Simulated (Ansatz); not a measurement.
# GaAs wire along [110], 24 atoms a period, H-terminated: bands by functional and under strain

Aim: is the GaAs wire along [110], 24 atoms a period, H-terminated a metal or a semiconductor?

Method: DFT PBE, plane waves, PAW; relaxation of a wire's period; PAW set soft_1, in the first sound run; inputs show where later runs differ, in Ansatz 0.2.0.

### 1. The structure

The cell holds 40 atoms: 16 H, 12 Ga and 12 As. Cell: a = 21.545 Å, b = 19.545 Å, c = 4.066 Å, α = 90.0°, β = 90.0°, γ = 90.0°. Vacuum lies along a and b. The structure's axis is c.

### 2. Relaxing the period

Band widths follow the bond lengths, so the wire is relaxed first. The atoms and the third cell vector are free; the box across stays fixed as vacuum. A Fermi-Dirac smearing is set since the result may be a metal. The pressure printed is a third of the stress's trace over the whole box, vacuum included; only the stress along the axis is relaxed.

input.yaml reads:

```yaml
crystal:
  lattice:
    - [21.545, 0.0, 0.0]
    - [0.0, 19.545, 0.0]
    - [0.0, 0.0, 4.0658639918]
  atoms:
    - { symbol: H, position: [0.157809236, 0.38198332, 0.0] }
    - { symbol: Ga, position: [0.200149149, 0.44798816, 0.0] }
    - { symbol: As, position: [0.4003116, 0.343975267, 0.0] }
    - { symbol: H, position: [0.424692504, 0.173957534, 0.0] }
    - { symbol: Ga, position: [0.467032417, 0.239962374, 0.0] }
    - { symbol: Ga, position: [0.467032417, 0.44798816, 0.0] }
    - { symbol: As, position: [0.667194868, 0.343975267, 0.0] }
    - { symbol: H, position: [0.708730858, 0.279223683, 0.0] }
    - { symbol: Ga, position: [0.733915685, 0.44798816, 0.0] }
    - { symbol: H, position: [0.225333976, 0.656013946, 0.188732898] }
    - { symbol: H, position: [0.776255598, 0.656013946, 0.317291626] }
    - { symbol: As, position: [0.266869966, 0.656013946, 0.5] }
    - { symbol: As, position: [0.266869966, 0.44798816, 0.5] }
    - { symbol: H, position: [0.29125087, 0.277970427, 0.5] }
    - { symbol: H, position: [0.29125087, 0.826031679, 0.5] }
    - { symbol: Ga, position: [0.333590783, 0.343975267, 0.5] }
    - { symbol: Ga, position: [0.333590783, 0.552001053, 0.5] }
    - { symbol: Ga, position: [0.333590783, 0.760026839, 0.5] }
    - { symbol: As, position: [0.533753234, 0.239962374, 0.5] }
    - { symbol: As, position: [0.533753234, 0.656013946, 0.5] }
    - { symbol: As, position: [0.533753234, 0.44798816, 0.5] }
    - { symbol: H, position: [0.558134138, 0.826031679, 0.5] }
    - { symbol: H, position: [0.575289225, 0.17521079, 0.5] }
    - { symbol: Ga, position: [0.600474051, 0.343975267, 0.5] }
    - { symbol: Ga, position: [0.600474051, 0.552001053, 0.5] }
    - { symbol: Ga, position: [0.600474051, 0.760026839, 0.5] }
    - { symbol: As, position: [0.800636502, 0.44798816, 0.5] }
    - { symbol: H, position: [0.842172492, 0.383236577, 0.5] }
    - { symbol: H, position: [0.842172492, 0.512739744, 0.5] }
    - { symbol: H, position: [0.776255598, 0.656013946, 0.682708374] }
    - { symbol: H, position: [0.225333976, 0.656013946, 0.811267102] }
    - { symbol: H, position: [0.157809236, 0.513993, 0.0] }
    - { symbol: As, position: [0.4003116, 0.552001053, 0.0] }
    - { symbol: As, position: [0.4003116, 0.760026839, 0.0] }
    - { symbol: H, position: [0.441847591, 0.824778423, 0.0] }
    - { symbol: Ga, position: [0.467032417, 0.656013946, 0.0] }
    - { symbol: As, position: [0.667194868, 0.552001053, 0.0] }
    - { symbol: As, position: [0.667194868, 0.760026839, 0.0] }
    - { symbol: H, position: [0.708730858, 0.824778423, 0.0] }
    - { symbol: Ga, position: [0.733915685, 0.656013946, 0.0] }
kpoints:
  mp_grid: { grid: [1, 1, 20] }
scf:
  occupations: { method: fermi_dirac, width: 0.05 }
hamiltonian:
  xc: pbe
  pseudopotentials: { kind: paw, azcp: { folder: soft_1 } }
relax:
  cell: { fix: [a, b, alpha, beta, gamma] }
  max_steps: 45
  f_tol: 0.03
```

On the command line:

```bash
$ ansatz run input.yaml --threads 8 --pin off --max-ram 16384MiB --backend cpu --events-out ev --progress --plain --runs-dir out
```

Numbers of over 12 decimals in the logs are rounded to 6 here.

Output:

```text
Engine: ansatz 0.2.0, aarch64-unknown-linux-gnu
Pseudopotentials: kind: paw
Pseudopotential: H, paw, valence charge 1, recommended cutoff 420 eV (normal), soft_1/H.paw.azcp
Pseudopotential: Ga, paw, valence charge 13, recommended cutoff 420 eV (normal), soft_1/Ga.paw.azcp
Pseudopotential: As, paw, valence charge 15, recommended cutoff 420 eV (normal), soft_1/As.paw.azcp
Functional definition: PBE
  parameter kappa = 0.804
  parameter beta = 0.066725
  exchange = pbe_x(kappa = kappa, mu = beta*pi^2/3)
  correlation = pbe_c(beta = beta)
Crystal: 40 atoms, lattice volume = 1712.123 Å³
Basis set: ecut = 420 eV, 33501 PW (Γ), exchange–correlation on 300×270×60 points (8 copies of the dense FFT grid, shifted against one another)
Bands: 216, of which v1, the nominal top of the filled ones, is band 176 counted from 1 (175 counted from 0)
Symmetry: 2 space group operations
Space group: Pm (ITA 6), of the structure as read, at distance tolerance 1.2e-4 Å
k-points: 11 of 20
Non-local potential: H, projectors of the file, l = 0: 2, l = 1: 1
Non-local potential: Ga, projectors of the file, l = 0: 2, l = 1: 2, l = 2: 3, l = 3: 1
Non-local potential: As, projectors of the file, l = 0: 2, l = 1: 2, l = 2: 3, l = 3: 1
PAW form: soft (Blöchl's): semilocal exchange-correlation on the pseudo side does not see the compensation charge
PAW one-centre angular grid: H, 110 points (default); XC on 64 Gauss nodes
PAW one-centre angular grid: Ga, 590 points (default); XC on 64 Gauss nodes
PAW one-centre angular grid: As, 590 points (default); XC on 64 Gauss nodes
Initial density: superposition of atomic densities (neutral atoms: chi_scale 0, normalization atom)
Initial wavefunctions: pseudopotential atomic-orbital guess
Functional: x = pbe(κ = 0.804, μ = 0.219515), c = pbe(β = 0.066725)
SCF iter   1: F=—  HF=-103931.142688 eV  |F-HF|=—  |Δ(HF+E_count)|=         —  Δρ=3.37e-2  dr2=2.14e1  ethr=3.10e-3  ⟨swp⟩=6.0  Hψ=9368  notcnv=0  defer=134
preconditioner: auto → Resta (q_TF=auto, 2.096 Å⁻¹)  ε∞=2.0  [insulator: Δε(μ)=1.548 eV  Ē_g=13.678 eV  σ=0.050 eV  W_gap=1.00  n_scr=284 (ndim 8)  ℏωp=13.7 eV  f_vac=0.546  D(μ)=0.00/eV (n_scr^D=0)  ε∞_Penn≈2.0  vacuum switching on, ρ_ref=1.4e-2 e/Å³]
SCF iter   2: F=—  HF=-103925.940406 eV  |F-HF|=—  |Δ(HF+E_count)|=    5.20e0  Δρ=1.57e-2  dr2=4.44e0  ethr=3.10e-3  ⟨swp⟩=3.0  Hψ=3305  notcnv=0  defer=368
preconditioner: auto → LDOS  [insulator: Δε(μ)=0.146 eV  Ē_g=13.860 eV  σ=0.050 eV  W_gap=0.62  n_scr=284 (ndim 8)  ℏωp=13.7 eV  f_vac=0.558  D(μ)=0.85/eV (n_scr^D=2)  ε∞_Penn≈2.0  β→1.0]
SCF iter   3: F=—  HF=-103926.453788 eV  |F-HF|=—  |Δ(HF+E_count)|=   5.13e-1  Δρ=7.29e-3  dr2=6.86e0  ethr=1.26e-3  ⟨swp⟩=3.4  Hψ=4255  notcnv=0  defer=309
SCF iter   4: F=—  HF=-103925.243060 eV  |F-HF|=—  |Δ(HF+E_count)|=    1.21e0  Δρ=3.51e-3  dr2=1.66e0  ethr=1.26e-3  ⟨swp⟩=4.3  Hψ=6408  notcnv=0  defer=315
SCF iter   5: F=—  HF=-103925.048100 eV  |F-HF|=—  |Δ(HF+E_count)|=   1.95e-1  Δρ=1.77e-3  dr2=2.11e-1  ethr=4.72e-4  ⟨swp⟩=3.7  Hψ=2561  notcnv=0  defer=315
SCF iter   6: F=—  HF=-103925.034708 eV  |F-HF|=—  |Δ(HF+E_count)|=   1.34e-2  Δρ=6.08e-4  dr2=3.56e-2  ethr=6.01e-5  ⟨swp⟩=2.5  Hψ=2990  notcnv=0  defer=311
SCF iter   7: F=—  HF=-103925.030060 eV  |F-HF|=—  |Δ(HF+E_count)|=   4.65e-3  Δρ=3.03e-4  dr2=8.69e-3  ethr=1.01e-5  ⟨swp⟩=2.0  Hψ=2878  notcnv=0  defer=311
SCF iter   8: F=—  HF=-103925.029121 eV  |F-HF|=—  |Δ(HF+E_count)|=   9.39e-4  Δρ=1.46e-4  dr2=5.90e-4  ethr=2.47e-6  ⟨swp⟩=2.0  Hψ=2423  notcnv=0  defer=311
SCF iter   9: F=—  HF=-103925.029264 eV  |F-HF|=—  |Δ(HF+E_count)|=   1.43e-4  Δρ=6.33e-5  dr2=1.11e-4  ethr=1.68e-7  ⟨swp⟩=2.0  Hψ=2725  notcnv=0  defer=311
SCF iter  10: F=—  HF=-103925.029281 eV  |F-HF|=—  |Δ(HF+E_count)|=   1.62e-5  Δρ=2.93e-5  dr2=2.37e-5  ethr=3.15e-8  ⟨swp⟩=2.0  Hψ=2569  notcnv=0  defer=311
SCF iter  11: F=—  HF=-103925.029334 eV  |F-HF|=—  |Δ(HF+E_count)|=   5.32e-5  Δρ=1.25e-5  dr2=2.14e-6  ethr=6.74e-9  ⟨swp⟩=2.0  Hψ=2811  notcnv=0  defer=311
SCF iter  12: F=—  HF=-103925.029336 eV  |F-HF|=—  |Δ(HF+E_count)|=   2.62e-6  Δρ=5.90e-6  dr2=5.13e-7  ethr=6.09e-10  ⟨swp⟩=2.0  Hψ=2555  notcnv=0  defer=311
SCF iter  13: F=—  HF=-103925.029337 eV  |F-HF|=—  |Δ(HF+E_count)|=   1.01e-6  Δρ=2.72e-6  dr2=1.06e-7  ethr=1.46e-10  ⟨swp⟩=2.0  Hψ=2555  notcnv=0  defer=311
SCF iter  14: F=-103925.029338 eV  HF=-103925.029338 eV  |F-HF|=6.71e-8  |Δ(HF+E_count)|=   2.93e-7  Δρ=1.12e-6  dr2=1.65e-8  ethr=2.84e-11  ⟨swp⟩=4.0  Hψ=6551  notcnv=0
SCF 1 converged in 14 iterations: F = -103925.029338 eV  dr2 = 1.65e-8
  greatest PAW one-centre occupation: 0.999 electrons in one spin orbital (limit 2), on the As atom at site 11 (counted from 0), in its partial waves of l = 2
relax step   1: F+E_penalty+E_count = -103925.02933784 eV  Δ(F+E_penalty+E_count) = +0.000e0 eV  max|allowed force component| = 1.230e0 eV/Å  Δτ_max = 0.0000 Å  P = -0.129 GPa  Ω = 1712.123 Å³  fix = [a, b, alpha, beta, gamma]  reactions: a -0.303, b -0.683 GPa; gamma +0.012 GPa/rad  (14 SCF iters, dr2 threshold 1.00e-7 eV, accepted)
Crystal: 40 atoms, lattice volume = 1732.470 Å³
Basis set: ecut = 420 eV, 33849 PW (Γ), exchange–correlation on 300×270×60 points (8 copies of the dense FFT grid, shifted against one another)
Initial density: handed on by an earlier stage of this run
Initial wavefunctions: those handed on with the density
iter 1 solved again at ethr=2.04e-4 eV; its pass at ethr=3.10e-3 eV (dr2=7.20e-1 eV) is discarded
SCF iter   1: F=—  HF=-103926.085336 eV  |F-HF|=—  |Δ(HF+E_count)|=         —  Δρ=8.38e-3  dr2=7.32e-1  ethr=2.04e-4  ⟨swp⟩=4.8  Hψ=11063  notcnv=0  defer=2
preconditioner: auto → Resta (q_TF=auto, 2.092 Å⁻¹)  ε∞=2.0  [insulator: Δε(μ)=0.214 eV  Ē_g=13.703 eV  σ=0.050 eV  W_gap=0.79  n_scr=284 (ndim 8)  ℏωp=13.6 eV  f_vac=0.583  D(μ)=0.44/eV (n_scr^D=0)  ε∞_Penn≈2.0  vacuum switching on, ρ_ref=1.4e-2 e/Å³]
SCF iter   2: F=—  HF=-103925.961345 eV  |F-HF|=—  |Δ(HF+E_count)|=   1.24e-1  Δρ=4.18e-3  dr2=1.58e-1  ethr=2.04e-4  ⟨swp⟩=5.7  Hψ=4278  notcnv=0  defer=12
SCF iter   3: F=—  HF=-103925.967942 eV  |F-HF|=—  |Δ(HF+E_count)|=   6.60e-3  Δρ=1.24e-3  dr2=1.16e-1  ethr=4.49e-5  ⟨swp⟩=3.1  Hψ=4701  notcnv=0  defer=306
SCF iter   4: F=—  HF=-103925.949985 eV  |F-HF|=—  |Δ(HF+E_count)|=   1.80e-2  Δρ=3.97e-4  dr2=4.45e-3  ethr=3.31e-5  ⟨swp⟩=2.7  Hψ=2534  notcnv=0  defer=306
SCF iter   5: F=—  HF=-103925.950181 eV  |F-HF|=—  |Δ(HF+E_count)|=   1.97e-4  Δρ=1.58e-4  dr2=1.32e-3  ethr=1.26e-6  ⟨swp⟩=2.0  Hψ=2591  notcnv=0  defer=323
[...]
SCF iter   7: F=—  HF=-103926.096316 eV  |F-HF|=—  |Δ(HF+E_count)|=   8.10e-7  Δρ=1.75e-7  dr2=2.26e-9  ethr=1.29e-12  ⟨swp⟩=2.5  Hψ=3477  notcnv=0  defer=6
SCF iter   8: F=-103926.096316 eV  HF=-103926.096316 eV  |F-HF|=6.73e-8  |Δ(HF+E_count)|=   1.67e-7  Δρ=7.14e-8  dr2=7.12e-11  ethr=1.00e-12  ⟨swp⟩=3.0  Hψ=8438  notcnv=0
SCF 11 converged in 8 iterations: F = -103926.096316 eV  dr2 = 7.12e-11
relax step  11: F+E_penalty+E_count = -103926.09631613 eV  Δ(F+E_penalty+E_count) = -5.759e-3 eV  max|allowed force component| = 1.667e-2 eV/Å  Δτ_max = 0.0000 Å  P = -0.004 GPa  Ω = 1746.626 Å³  fix = [a, b, alpha, beta, gamma]  reactions: a -0.016, b -0.006 GPa; gamma -0.003 GPa/rad  stress off target by 8.48e-3 GPa on what of the cell is left free  SCF on the basis re-selected at this cell (its energy is not comparable with the rows above)  (8 SCF iters)
basis re-selected at this cell: Δ(F+E_penalty+E_count) = -5.759e-3 eV, ΔP = +0.002 GPa vs the last step (what re-selecting the basis moved, of the pressure what is left beyond the Pulay correction that the steps carried, after the strain that the cell walked since its last selection, with what the two solves' SCF thresholds leave and, on support functions, any second-order correction that the steps lacked; it is no m [...]
SCF converged after 8 iterations
Free energy (F): -103926.096316 eV
Harris-Foulkes:  -103926.096316 eV  (|F-HF|=6.73e-8)
Internal energy: -103926.096238 eV  (E = F + TS)
E sigma→0 (E₀):  -103926.096277 eV
Entropy (-TS):   -0.000078 eV (-0.002 meV/atom)
Fermi energy:    -0.101546 eV
--- Per-component energies (eV) ---
  E_band       = -6767.898089
  E_kinetic    = 2707.743223
  E_local      = -237526.110462  (includes V_loc(G=0)·N_el)
  E_nonlocal   = -5825.882040
  E_hartree    = 120920.263421
  E_xc         = -1736.006170
  E_vxc        = -1724.857758  (∫ρ·V_xc dr)
  E_paw        = -48066.241071  (= ΣΔE_a)
  E_vpaw       = -6239.299449  (= ΣTr[D̂ρ^β])
  E_aug_tail   = -0.017793  (compensation charges beyond the density's cutoff)
  E_ewald      = 65600.154654
  E_smearing   = -0.000078  (= −TS)
  E_closure    = -0.000000  (closes the sum)
  Σ components = -103926.096316   (vs F -103926.096316, Δ=0.00e0)
--- Forces (eV/Å), atoms counted from 1 ---
  atom   1  H     -0.01183619    -0.01270951     0.00000000
  atom   2  Ga     0.01282405     0.00311688    -0.00000000
  atom   3  As     0.00520443     0.00035342    -0.00000000
  atom   4  H     -0.00514385     0.00199707     0.00000000
  atom   5  Ga     0.00205138    -0.00261493    -0.00000000
  atom   6  Ga     0.00220799     0.00242049    -0.00000000
  atom   7  As     0.00006688     0.00000511    -0.00000000
  atom   8  H     -0.00219421     0.00161542     0.00000000
  atom   9  Ga     0.00000520    -0.00237798    -0.00000000
  atom  10  H      0.00452798    -0.00318208     0.00698570
  atom  11  H     -0.00257794    -0.00263966    -0.00555764
  atom  12  As    -0.01666639     0.00872051     0.00000000
  atom  13  As    -0.00318774    -0.00449700     0.00000000
  atom  14  H     -0.00711745     0.00379528     0.00000000
  atom  15  H     -0.00245549    -0.00448937     0.00000000
  atom  16  Ga     0.00167533    -0.00199679    -0.00000000
  atom  17  Ga     0.00412401     0.00219069    -0.00000000
  atom  18  Ga     0.00009783    -0.00994192    -0.00000000
  atom  19  As     0.00411505     0.00548293    -0.00000000
  atom  20  As    -0.00501407     0.01149506     0.00000000
  atom  21  As     0.00091943    -0.00026065    -0.00000000
  atom  22  H     -0.00689876    -0.00649234     0.00000000
  atom  23  H     -0.00337457     0.00112225     0.00000000
  atom  24  Ga    -0.00004395    -0.00353791     0.00000000
  atom  25  Ga     0.00654115    -0.00465094    -0.00000000
  atom  26  Ga     0.00830318     0.00676409    -0.00000000
  atom  27  As     0.00116460    -0.00323097    -0.00000000
  atom  28  H     -0.00172547     0.00545856     0.00000000
  atom  29  H     -0.00163636    -0.00315290     0.00000000
  atom  30  H     -0.00257794    -0.00263966     0.00555764
  atom  31  H      0.00452798    -0.00318208    -0.00698570
  atom  32  H     -0.00264189     0.01101921     0.00000000
  atom  33  As     0.00216629    -0.00393411    -0.00000000
  atom  34  As     0.00304318     0.01080615    -0.00000000
  atom  35  H      0.00319678    -0.00255483    -0.00000000
  atom  36  Ga     0.00572016    -0.00137586    -0.00000000
  atom  37  As     0.00158851    -0.00277311    -0.00000000
  atom  38  As    -0.00126117    -0.00427462     0.00000000
  atom  39  H     -0.00558216     0.00003304     0.00000000
  atom  40  Ga     0.00786457     0.01011214    -0.00000000
  max |Σ_I F_I| component: 9.37e-7 eV/Å
--- Stress (GPa, compression-positive) ---
       -0.015769       0.002825       0.000000
        0.002825      -0.005514       0.000000
        0.000000       0.000000       0.008482
  P = ⅓ Tr σ = -0.0043 GPa (-0.043 kbar)
--- Relaxed structure (10 steps of the walk, 10 accepted, 1 SCFs on fresh bases) ---
  F+E_penalty+E_count = -103926.09631613 eV   max|allowed force component| = 1.667e-2 eV/Å   (the final SCF, on the basis selected at the relaxed cell)
  cell:  # Å, volume = 1746.6260 Å³
    - [21.545, 0, 0]
    - [0, 19.545, 0]
    - [0, 0, 4.147799]
  atoms:
    - { symbol: H, position: [0.150304, 0.397846, 4.4163380260532154e-18] }
    - { symbol: Ga, position: [0.199661, 0.456544, 2.88373075367307e-19] }
    - { symbol: As, position: [0.398978, 0.341074, 7.855279486196145e-19] }
    - { symbol: H, position: [0.429624, 0.165989, -2.9001799025047977e-18] }
    - { symbol: Ga, position: [0.463014, 0.237083, 2.3650660907008405e-18] }
    - { symbol: Ga, position: [0.465970, 0.442510, 6.264828661130754e-19] }
    - { symbol: As, position: [0.662703, 0.350165, 2.6439677668094086e-18] }
    - { symbol: H, position: [0.707275, 0.289406, 8.577090933252633e-19] }
    - { symbol: Ga, position: [0.726085, 0.455439, 4.6078198514978025e-18] }
    - { symbol: H, position: [0.231971, 0.652082, 0.229138] }
    - { symbol: H, position: [0.779561, 0.653495, 0.321194] }
    - { symbol: As, position: [0.279335, 0.651014, 0.500000] }
    - { symbol: As, position: [0.265411, 0.440858, 0.500000] }
    - { symbol: H, position: [0.295726, 0.268356, 0.500000] }
    - { symbol: H, position: [0.289585, 0.828234, 0.500000] }
    - { symbol: Ga, position: [0.331786, 0.338091, 0.500000] }
    - { symbol: Ga, position: [0.336475, 0.536424, 0.500000] }
    - { symbol: Ga, position: [0.333554, 0.764711, 0.500000] }
    - { symbol: As, position: [0.529375, 0.244080, 0.500000] }
    - { symbol: As, position: [0.534105, 0.656523, 0.500000] }
    - { symbol: As, position: [0.532582, 0.448704, 0.500000] }
    - { symbol: H, position: [0.558015, 0.828808, 0.500000] }
    - { symbol: H, position: [0.574465, 0.183807, 0.500000] }
    - { symbol: Ga, position: [0.596359, 0.345050, 0.500000] }
    - { symbol: Ga, position: [0.599695, 0.552305, 0.500000] }
    - { symbol: Ga, position: [0.599605, 0.762789, 0.500000] }
    - { symbol: As, position: [0.791985, 0.452396, 0.500000] }
    - { symbol: H, position: [0.838730, 0.394125, 0.500000] }
    - { symbol: H, position: [0.837066, 0.511990, 0.500000] }
    - { symbol: H, position: [0.779561, 0.653495, 0.678806] }
    - { symbol: H, position: [0.231971, 0.652082, 0.770862] }
    - { symbol: H, position: [0.180597, 0.534462, -1.3405148809049943e-17] }
    - { symbol: As, position: [0.401603, 0.548064, -7.586659559013918e-19] }
    - { symbol: As, position: [0.397472, 0.751324, 1.6719052131344068e-18] }
    - { symbol: H, position: [0.438999, 0.814353, 1.6772589203455155e-18] }
    - { symbol: Ga, position: [0.469383, 0.650449, -1.3816349238624968e-18] }
    - { symbol: As, position: [0.665477, 0.559607, 1.0120714439612134e-18] }
    - { symbol: As, position: [0.663836, 0.750896, 1.977523658466999e-18] }
    - { symbol: H, position: [0.701081, 0.817394, 4.501887707443669e-18] }
    - { symbol: Ga, position: [0.743516, 0.657892, -5.6464125197550865e-18] }
```

The job ended after 18 min (8 threads of Arm Neoverse V1, shared host; peak memory 12 GiB; 2.3 h of CPU time).

The steps of the relaxation:

```csv
step,energy less that of the first step (eV),largest force component (eV/Å),pressure (GPa),volume (Å³)
1,0.0000,1.2304,-0.13,1712.12
2,-0.9208,0.5491,-0.15,1732.47
3,-1.0271,0.1981,-0.04,1745.58
4,-1.0435,0.0480,0.00,1747.68
5,-1.0440,0.1899,0.01,1746.13
6,-1.0536,0.0312,0.00,1747.03
7,-1.0572,0.0280,-0.01,1747.28
8,-1.0593,0.0925,-0.02,1747.32
9,-1.0609,0.0198,-0.01,1746.87
10,-1.0612,0.0162,-0.01,1746.63
11*,-1.0670,0.0167,0.00,1746.63
```

Relaxation steps marked * repeat the geometry before them on a plane-wave basis chosen anew for their cell, so energy and pressure can jump there.

The run keeps the 2 symmetry operations that it works with, so distortions that break them were not tested.

```csv
cell as run,before,after,change
c (Å),4.066,4.148,+2.0 %
```

The atoms that moved most (Å, along periodic axes as changes of fractional coordinates times the final cell, across vacuum about the mean position):

```csv
atom,dx,dy,dz,length
H32,0.491,0.400,0.000,0.633
H1,-0.162,0.310,0.000,0.350
Ga17,0.062,-0.304,0.000,0.311
As12,0.269,-0.098,0.000,0.286
H10,0.143,-0.077,0.168,0.233
H31,0.143,-0.077,-0.168,0.233
H28,-0.074,0.213,0.000,0.225
Ga9,-0.169,0.146,0.000,0.223
```

Numbers from this step:

```yaml
cell_length_along_the_wire: 4.148 Å
```

The cell's length comes to 4.148 Å with spin left out.

(Part 1 of 3 ends here.)

[Logs are printed without paths, hosts, clocks, repeated set-up lines and the standing remarks that a program may print on its own settings, such as how far it seeks lower states.]

[Hosts, paths, dates, database ids (printed as entryN), source tags and the programs' standing remarks are cut or masked in the printed files.]
